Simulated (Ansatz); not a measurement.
**TaSnO3 (Pm-3m): a soft mode frozen in**

Which phase does TaSnO3 (Pm-3m) fall into along its unstable mode, and how much energy does it gain?

Program: Ansatz 0.2.0. Level of theory: DFT PBEsol, scalar-relativistic, plane waves, PAW; PAW set soft_1. Results are calculated unless marked as measured.

Most raw output is cut from this account.

### Step 1. Starting point

The structure is cubic, space group Pm-3m (No. 221). The conventional cell has a = 4.024 Å, b = 4.024 Å, c = 4.024 Å, α = 90.00°, β = 90.00°, γ = 90.00°. Nearest to Ta lie 6 O at 2.01 Å. Sn has 12 O at 2.85 Å nearest. O has 2 Ta at 2.01 Å nearest. Farther neighbours and most contacts between anions are not listed.

### Step 2. Response at finite wavevector

The cell comes from relaxations at this level that are not shown. Stability and thermal properties need the whole zone. Linear response on a 4×4×4 q mesh gives force constants as far as a supercell of that size would.

input.yaml

```yaml
crystal:
  lattice:
    - [4.0241795564, 0.0, 0.0]
    - [0.0, 4.0241795564, 0.0]
    - [0.0, 0.0, 4.0241795564]
  atoms:
    - { symbol: Ta, position: [0.5, 0.5, 0.5] }
    - { symbol: Sn, position: [0.0, 0.0, 0.0] }
    - { symbol: O, position: [0.0, 0.5, 0.5] }
    - { symbol: O, position: [0.5, 0.0, 0.5] }
    - { symbol: O, position: [0.5, 0.5, 0.0] }
kpoints:
  mp_grid: { grid: [12, 12, 12] }
hamiltonian:
  xc: pbesol
  pseudopotentials: { kind: paw, azcp: { folder: soft_1 }, xc_functional: pbe }
scf:
  occupations: { method: methfessel_paxton, width: 0.2 }
output:
  eigenvalues: true
phonons:
  method: dfpt
  qmesh: [4, 4, 4]
  temperatures: { t_max: 1000, t_step: 50 }
  qpath:
    path:
      - [[0.0, 0.0, 0.0], [0.0, 0.5, 0.0], [0.5, 0.5, 0.0], [0.0, 0.0, 0.0], [0.5, 0.5, 0.5], [0.0, 0.5, 0.0]]
      - [[0.5, 0.5, 0.5], [0.5, 0.5, 0.0]]
    npoints: 10
```

Launch:

```
ansatz run input.yaml --threads 4 --pin off --max-ram 10240MiB --backend cpu --events-out ev --progress --plain --runs-dir out
```

Wall time 47 min (4 threads of Arm Neoverse V1, shared host); peak memory 6.1 GiB.

This step gave:

| Quantity | Value |
| --- | --- |
| volume per atom | 13.03 Å³ |
| gap on the k-mesh | 0 eV |
| sum-rule residual before enforcement | 7.66e-4 eV/Å² |
| lowest frequency on the path | -57.08 cm⁻¹ |
| point group | m-3m |
| highest frequency on the path or at a solved wavevector | 787.1 cm⁻¹ |
| highest optical mode at the zone centre (no LO-TO term) | 557.8 cm⁻¹ |
| lowest optical zone-centre mode | -33.44 cm⁻¹ |
| lowest mode on the q mesh (acoustic modes at Γ apart) | -55.97 cm⁻¹ |

Frequencies (cm⁻¹) solved at each irreducible wavevector; negative means imaginary. Frequencies by wavevector, by row:

| q in reciprocal lattice units | star | mode 1 | mode 2 | mode 3 | mode 4 | mode 13 | mode 14 | mode 15 |
| --- | --- | --- | --- | --- | --- | --- | --- | --- |
| 0 0 0 | 1 | -33.4 | -33.4 | -33.4 | 0 | 557.8 | 557.8 | 557.8 |
| 0 0 0.25 | 6 | -40.5 | -40.5 | -15.3 | -15.3 | 525.6 | 525.6 | 594 |
| 0 0 -0.5 | 3 | -25.2 | -25.2 | 62.3 | 62.3 | 518.3 | 518.3 | 657.6 |
| 0 0.25 0.25 | 12 | -56 | -18.9 | -13.8 | 47 | 506.6 | 588.1 | 599.8 |
| 0 0.25 -0.5 | 12 | -26.2 | -14.8 | 59.7 | 66.2 | 497.2 | 589.1 | 683.1 |
| 0 -0.5 -0.5 | 3 | -8.6 | 24.8 | 24.8 | 41.8 | 486.5 | 644.8 | 723.1 |
| 0.25 0.25 0.25 | 8 | 9.4 | 9.4 | 36.9 | 116.2 | 594.9 | 594.9 | 611.6 |
| 0.25 0.25 -0.5 | 12 | -14.7 | 17 | 25.7 | 85.5 | 597.6 | 604.2 | 704.4 |
| 0.25 -0.5 -0.5 | 6 | -13.7 | -13.3 | 23.3 | 23.3 | 613 | 658.8 | 748.4 |
| -0.5 -0.5 -0.5 | 1 | 24.8 | 24.8 | 24.8 | 36.4 | 672.1 | 672.1 | 787.1 |

Interpolated from a 4×4×4 q mesh. The phonon branches at the labelled points (cm⁻¹):

| point | branch 1 | branch 2 | branch 3 | branch 4 | branch 12 | branch 13 | branch 14 | branch 15 |
| --- | --- | --- | --- | --- | --- | --- | --- | --- |
| Γ | -33 | -33 | -33 | 0 | 269 | 558 | 558 | 558 |
| halfway | -40 | -40 | -15 | -15 | 260 | 526 | 526 | 594 |
| X | -25 | -25 | 62 | 62 | 319 | 518 | 518 | 658 |
| halfway | -26 | -15 | 60 | 66 | 323 | 497 | 589 | 683 |
| M | -9 | 25 | 25 | 42 | 325 | 486 | 645 | 723 |
| halfway | -56 | -19 | -14 | 47 | 280 | 507 | 588 | 600 |
| Γ | -33 | -33 | -33 | 0 | 269 | 558 | 558 | 558 |
| halfway | 9 | 9 | 37 | 116 | 299 | 595 | 595 | 612 |
| R | 25 | 25 | 25 | 36 | 271 | 672 | 672 | 787 |
| halfway | -15 | 17 | 26 | 85 | 312 | 598 | 604 | 704 |
| X | -25 | -25 | 62 | 62 | 319 | 518 | 518 | 658 |
| jump to R | 25 | 25 | 25 | 36 | 271 | 672 | 672 | 787 |
| halfway | -14 | -13 | 23 | 23 | 296 | 613 | 659 | 748 |
| M | -9 | 25 | 25 | 42 | 325 | 486 | 645 | 723 |

Symmetry leaves 10 wavevectors to solve. The lowest mode among them, the acoustic zeros apart, lies at q = (0, 0.25, 0.25) and is imaginary, 56.0i cm⁻¹, so the energy falls along it.

### Step 3. The mode frozen in, largest atomic shift 0 Å

The mode followed lies at q = (0, 0, -0.5) with frequency 25.2i cm⁻¹ and is 2-fold degenerate, one of the unstable modes though not the softest. At small amplitude the distorted cell has space group no. 63 by a symmetry search on the positions. The undistorted cell that holds it gives the zero of energy on the same k mesh.

System of this step: TaSnO3. The structure is cubic, space group Pm-3m (No. 221). The conventional cell has a = 4.024 Å, b = 4.024 Å, c = 4.024 Å, α = 90.00°, β = 90.00°, γ = 90.00°. Nearest to Ta lie 6 O at 2.01 Å. Nearest to Sn lie 12 O at 2.85 Å. O has 2 Ta at 2.01 Å nearest. Nearest to O lie 2 Ta at 2.01 Å. Farther neighbours and most contacts between anions are not listed.

input.yaml

```yaml
crystal:
  lattice:
    - [4.0241795564, 0.0, 0.0]
    - [0.0, 4.0241795564, 0.0]
    - [0.0, 0.0, 8.0483591128]
  atoms:
    - { symbol: Ta, position: [0.5, 0.5, 0.25] }
    - { symbol: Ta, position: [0.5, 0.5, 0.75] }
    - { symbol: Sn, position: [0.0, 0.0, 0.0] }
    - { symbol: Sn, position: [0.0, 0.0, 0.5] }
    - { symbol: O, position: [0.0, 0.5, 0.25] }
    - { symbol: O, position: [0.0, 0.5, 0.75] }
    - { symbol: O, position: [0.5, 0.0, 0.25] }
    - { symbol: O, position: [0.5, 0.0, 0.75] }
    - { symbol: O, position: [0.5, 0.5, 0.0] }
    - { symbol: O, position: [0.5, 0.5, 0.5] }
kpoints:
  mp_grid: { grid: [10, 10, 6] }
hamiltonian:
  xc: pbesol
  pseudopotentials: { kind: paw, azcp: { folder: soft_1 }, xc_functional: pbe }
scf:
  occupations: { method: methfessel_paxton, width: 0.2 }
output:
  forces: true
  stress: true
  eigenvalues: true
```

It took 10 s on 4 threads; peak memory 0.77 GiB; 40 s of CPU time.

Numbers from this step:

```
pressure                         : -0.03245 GPa
energy from the undistorted cell : 0 meV/atom
```

The run ends at a pressure of -0.03 GPa.

### Step 4. The mode frozen in, largest atomic shift 0.22 Å

The atoms are moved along the unstable eigenvector, the largest shift by 0.22 Å, with the cell fixed.

input.yaml, the sections that differ from step 3:

```yaml
crystal:
  lattice:
    - [4.0241795564, 0.0, 0.0]
    - [0.0, 4.0241795564, 0.0]
    - [0.0, 0.0, 8.0483591128]
  atoms:
    - { symbol: Ta, position: [0.5, 0.5, 0.25] }
    - { symbol: Ta, position: [0.5, 0.5, 0.75] }
    - { symbol: Sn, position: [0.0386571945, 0.0386571945, 0.0] }
    - { symbol: Sn, position: [-0.0386571945, -0.0386571945, 0.5] }
    - { symbol: O, position: [0.0, 0.5, 0.25] }
    - { symbol: O, position: [0.0, 0.5, 0.75] }
    - { symbol: O, position: [0.5, 0.0, 0.25] }
    - { symbol: O, position: [0.5, 0.0, 0.75] }
    - { symbol: O, position: [0.4896891427, 0.4896891427, 0.0] }
    - { symbol: O, position: [0.5103108573, 0.5103108573, 0.5] }
# kpoints, hamiltonian, scf, output: as in step 3
```

Run time: 16 s. Hardware: 4 threads; peak memory 0.91 GiB.

This step gave:

```
pressure                         : 0.7042 GPa
energy from the undistorted cell : -0.485 meV/atom
```

The energy, extrapolated to zero smearing, is -0.48 meV/atom against the undistorted cell.

The run ends at a pressure of 0.70 GPa, with forces up to 0.015 eV/Å.

### Step 5. Energy along the mode, all amplitudes (two of the runs are shown above)

An imaginary frequency means negative curvature, so the energy should fall and then rise again as anharmonic terms take over.

This step gave:

- depth at the lowest point sampled: 0.485 meV/atom
- largest atomic shift at that point: 0.22 Å

The energy from the parent by largest atomic shift:

| largest atomic shift (Å) | energy from the parent (meV/atom) |
| --- | --- |
| 0.000 | 0 |
| 0.040 | -0.027 |
| 0.080 | -0.106 |
| 0.140 | -0.29 |
| 0.220 | -0.485 |
| 0.320 | 0.226 |
| 0.450 | 7.32 |

Displacement at unit largest shift by atom:

| atom | x (Å) | y (Å) | z (Å) | size |
| --- | --- | --- | --- | --- |
| Ta1 | 0.000 | 0.000 | 0.000 | 0.000 |
| Ta2 | 0.000 | 0.000 | 0.000 | 0.000 |
| Sn3 | 0.707 | 0.707 | 0.000 | 1.000 |
| Sn4 | -0.707 | -0.707 | 0.000 | 1.000 |
| O5 | 0.000 | 0.000 | 0.000 | 0.000 |
| O6 | 0.000 | 0.000 | 0.000 | 0.000 |
| O7 | 0.000 | 0.000 | 0.000 | 0.000 |
| O8 | 0.000 | 0.000 | 0.000 | 0.000 |
| O9 | -0.189 | -0.189 | 0.000 | 0.267 |
| O10 | 0.189 | 0.189 | 0.000 | 0.267 |

The lowest of the steps tried is at 0.22 Å, 0.485 meV/atom below the parent; the bottom of the well need not coincide with a step.

### Step 6. Relaxing from the distorted cell

Starting from the lowest point found, all atoms and the cell are let go, so that strain and other modes of the same symmetry can join in.

input.yaml: that of step 4 with these lines changed.

```diff
@@ -27 +27,10 @@
   eigenvalues: true
+  write_density: true
+  write_potential: true
+  elf: true
+  volumetric_format: npy
+relax:
+  adjacent_minimum: "off"
+  f_tol: 0.002
+  max_steps: 120
+  cell: { stress_tol: 0.03 }
```

Wall time 2.7 min (4 threads); peak memory 0.97 GiB.

Step by step:

| step | energy less that of the first step (eV) | largest force component (eV/Å) | pressure (GPa) | volume (Å³) |
| --- | --- | --- | --- | --- |
| 1 | 0.0000 | 0.0105 | 0.70 | 130.34 |
| 2 | -0.0006 | 0.0127 | -0.26 | 130.96 |
| 3 | -0.0012 | 0.0100 | -0.08 | 130.88 |
| 4 | -0.0017 | 0.0123 | 0.08 | 130.88 |
| 5 | -0.0018 | 0.0067 | 0.10 | 130.97 |
| 6 | -0.0017 | 0.0001 | 0.00 | 131.03 |
| 7* | -0.0033 | 0.0001 | 0.02 | 131.03 |
| 8 | -0.0032 | 0.0003 | -0.01 | 131.05 |
| 9* | -0.0033 | 0.0003 | -0.01 | 131.05 |

Relaxation steps marked * repeat the geometry before them on a plane-wave basis chosen anew for their cell, so energy and pressure can jump there.

The run keeps the 8 symmetry operations that it works with, so distortions that break them were not tested.

| conventional cell, symmetrised | before | after | change |
| --- | --- | --- | --- |
| a (Å) | 5.691 | 5.702 | +0.2 % |
| b (Å) | 5.691 | 5.682 | -0.2 % |
| c (Å) | 8.048 | 8.089 | +0.5 % |
| volume (Å³/atom) | 13.03 | 13.10 | +0.5 % |

The atoms that moved most (Å, as changes of fractional coordinates times the final cell):

| atom | dx | dy | dz | length |
| --- | --- | --- | --- | --- |
| Sn3 | 0.039 | 0.039 | 0.000 | 0.055 |
| Sn4 | -0.039 | -0.039 | 0.000 | 0.055 |

Numbers from this step:

| Item | Value |
| --- | --- |
| pressure | -0.005930 GPa |
| volume per atom | 13.10 Å³ |

ELF in the bc plane of the conventional cell at fractional x = 0.000, with atoms of Ta and Sn and O within 0.2 Å of it. It is the smooth field of the valence electrons, not physical close to the nuclei.

Values, 22 rows by 16 columns, each cell a mean:
```
0.07 0.07 0.08 0.10 0.11 0.26 0.69 0.57 0.45 0.70 0.47 0.12 0.09 0.07 0.05 0.05
0.23 0.19 0.14 0.12 0.12 0.16 0.42 0.61 0.64 0.55 0.25 0.09 0.08 0.07 0.10 0.18
0.34 0.31 0.25 0.18 0.14 0.14 0.22 0.30 0.32 0.25 0.14 0.08 0.07 0.13 0.25 0.34
0.21 0.20 0.27 0.24 0.18 0.32 0.59 0.69 0.69 0.62 0.38 0.13 0.10 0.25 0.37 0.32
0.03 0.03 0.15 0.25 0.21 0.49 0.77 0.67 0.67 0.78 0.60 0.20 0.13 0.34 0.37 0.18
0.00 0.01 0.11 0.25 0.22 0.52 0.77 0.54 0.52 0.77 0.64 0.22 0.14 0.35 0.36 0.12
0.09 0.09 0.21 0.26 0.20 0.42 0.73 0.75 0.76 0.76 0.52 0.17 0.12 0.31 0.38 0.24
0.30 0.29 0.29 0.22 0.16 0.22 0.39 0.49 0.50 0.41 0.24 0.10 0.08 0.19 0.33 0.35
0.31 0.27 0.20 0.15 0.12 0.13 0.23 0.38 0.42 0.32 0.15 0.08 0.07 0.09 0.17 0.28
0.14 0.12 0.10 0.11 0.11 0.21 0.58 0.68 0.65 0.68 0.37 0.11 0.09 0.07 0.07 0.10
0.04 0.05 0.06 0.09 0.11 0.29 0.71 0.44 0.25 0.67 0.52 0.14 0.10 0.07 0.05 0.04
0.06 0.05 0.06 0.08 0.10 0.25 0.69 0.57 0.45 0.71 0.49 0.14 0.11 0.08 0.07 0.06
0.21 0.13 0.08 0.07 0.08 0.14 0.43 0.62 0.63 0.54 0.26 0.12 0.12 0.13 0.16 0.21
0.34 0.30 0.18 0.09 0.07 0.11 0.21 0.32 0.34 0.28 0.18 0.13 0.15 0.22 0.28 0.32
0.27 0.37 0.33 0.15 0.08 0.24 0.53 0.69 0.71 0.66 0.46 0.21 0.20 0.28 0.24 0.19
0.08 0.30 0.39 0.22 0.11 0.40 0.75 0.74 0.63 0.75 0.66 0.29 0.23 0.23 0.07 0.02
0.04 0.27 0.39 0.24 0.12 0.43 0.77 0.67 0.47 0.71 0.69 0.31 0.23 0.20 0.03 0.00
0.15 0.34 0.37 0.20 0.10 0.34 0.69 0.78 0.76 0.77 0.60 0.26 0.22 0.26 0.13 0.07
0.33 0.36 0.27 0.12 0.08 0.16 0.34 0.48 0.51 0.46 0.31 0.17 0.18 0.26 0.29 0.29
0.30 0.23 0.12 0.08 0.08 0.11 0.25 0.40 0.42 0.32 0.17 0.12 0.14 0.18 0.24 0.29
0.12 0.08 0.06 0.08 0.09 0.19 0.59 0.69 0.66 0.68 0.38 0.13 0.11 0.10 0.11 0.13
0.04 0.04 0.06 0.09 0.10 0.28 0.71 0.43 0.24 0.67 0.52 0.14 0.10 0.08 0.05 0.04
```
Columns run along b (5.7 Å), rows up along c (8.1 Å), edges of the conventional cell, whose origin can differ from the input's. Atoms in or near the plane, at fractional coordinates: Ta at (0.50, 0.00), Ta at (0.50, 0.50), Sn at (0.05, 0.75), Sn at (0.95, 0.25), O at (0.49, 0.75), O at (0.51, 0.25).

Electrostatic potential energy in the bc plane of the conventional cell at fractional x = 0.000, with atoms of Ta and Sn and O within 0.2 Å of it. With pseudopotentials it is smooth inside the atoms' cores, unlike the true potential.

Ten even steps from '0' (-45 eV) to '9' (16 eV), each cell a mean:
```
9999962000589999
9999985224789999
6688998767899998
5557998668999975
9955896225999865
9965895114999856
7746897447999964
5568998778999986
8889987546899998
9999974102689999
9999862000489999
9999962001589999
9999985224789999
7899998767899876
4689999767998645
7479998324897479
8479997213797489
5589998535998567
5799999878998755
8999987546899988
9999974102689999
9999862000489999
```
Columns run along b (5.7 Å; values clipped at the 3rd and 97th percentile), rows up along c (8.1 Å), edges of the conventional cell, whose origin can differ from the input's. Atoms in or near the plane, at fractional coordinates: Ta at (0.50, 0.00), Ta at (0.50, 0.50), Sn at (0.05, 0.75), Sn at (0.95, 0.25), O at (0.49, 0.75), O at (0.51, 0.25).

Valence density in the bc plane of the conventional cell at fractional x = 0.000, with atoms of Ta and Sn and O within 0.2 Å of it. It is the smooth field of the valence electrons, not physical close to the nuclei.

Values in e/Å³, 22 rows by 16 columns, each cell a mean:
```
 0  0  0  0  0  1  3  4  4  4  1  0  0  0  0  0
 0  0  0  0  0  0  1  3  3  2  1  0  0  0  0  0
 0  0  0  0  0  0  0  1  1  1  0  0  0  0  0  0
 3  3  1  0  0  0  1  2  2  1  0  0  0  0  0  1
 8  8  4  1  0  0  2  5  5  2  0  0  0  0  1  4
10 10  5  1  0  1  2  7  7  3  1  0  0  0  1  5
 6  6  2  1  0  0  1  3  3  1  0  0  0  0  1  2
 1  1  1  0  0  0  0  1  1  1  0  0  0  0  0  1
 0  0  0  0  0  0  1  1  1  1  0  0  0  0  0  0
 0  0  0  0  0  0  2  4  4  3  1  0  0  0  0  0
 0  0  0  0  0  1  3  4  4  4  2  0  0  0  0  0
 0  0  0  0  0  1  3  4  4  4  1  0  0  0  0  0
 0  0  0  0  0  0  1  3  3  2  1  0  0  0  0  0
 0  0  0  0  0  0  0  1  1  1  0  0  0  0  0  1
 2  1  0  0  0  0  1  1  2  1  0  0  0  1  2  3
 6  2  0  0  0  0  1  4  6  3  1  0  0  2  6  9
 8  2  0  0  0  0  1  5  8  4  1  0  0  2  8 12
 4  1  0  0  0  0  1  2  4  2  1  0  0  1  4  6
 1  0  0  0  0  0  0  1  1  1  0  0  0  0  1  1
 0  0  0  0  0  0  1  1  1  1  0  0  0  0  0  0
 0  0  0  0  0  0  2  4  4  3  1  0  0  0  0  0
 0  0  0  0  0  1  3  4  4  4  2  0  0  0  0  0
```
Columns run along b (5.7 Å), rows up along c (8.1 Å), edges of the conventional cell, whose origin can differ from the input's. Atoms in or near the plane, at fractional coordinates: Ta at (0.50, 0.00), Ta at (0.50, 0.50), Sn at (0.05, 0.75), Sn at (0.95, 0.25), O at (0.49, 0.75), O at (0.51, 0.25).

The distorted start has space group Cmcm; the relaxation ends in Cmcm.

(Continued in part 2 of 2.)

[Logs are printed without paths, hosts, clocks, repeated set-up lines and the standing remarks that a program may print on its own settings, such as how far it seeks lower states.]

[Hosts, paths, dates, database ids (printed as entryN), source tags and the programs' standing remarks are cut or masked in the printed files.]
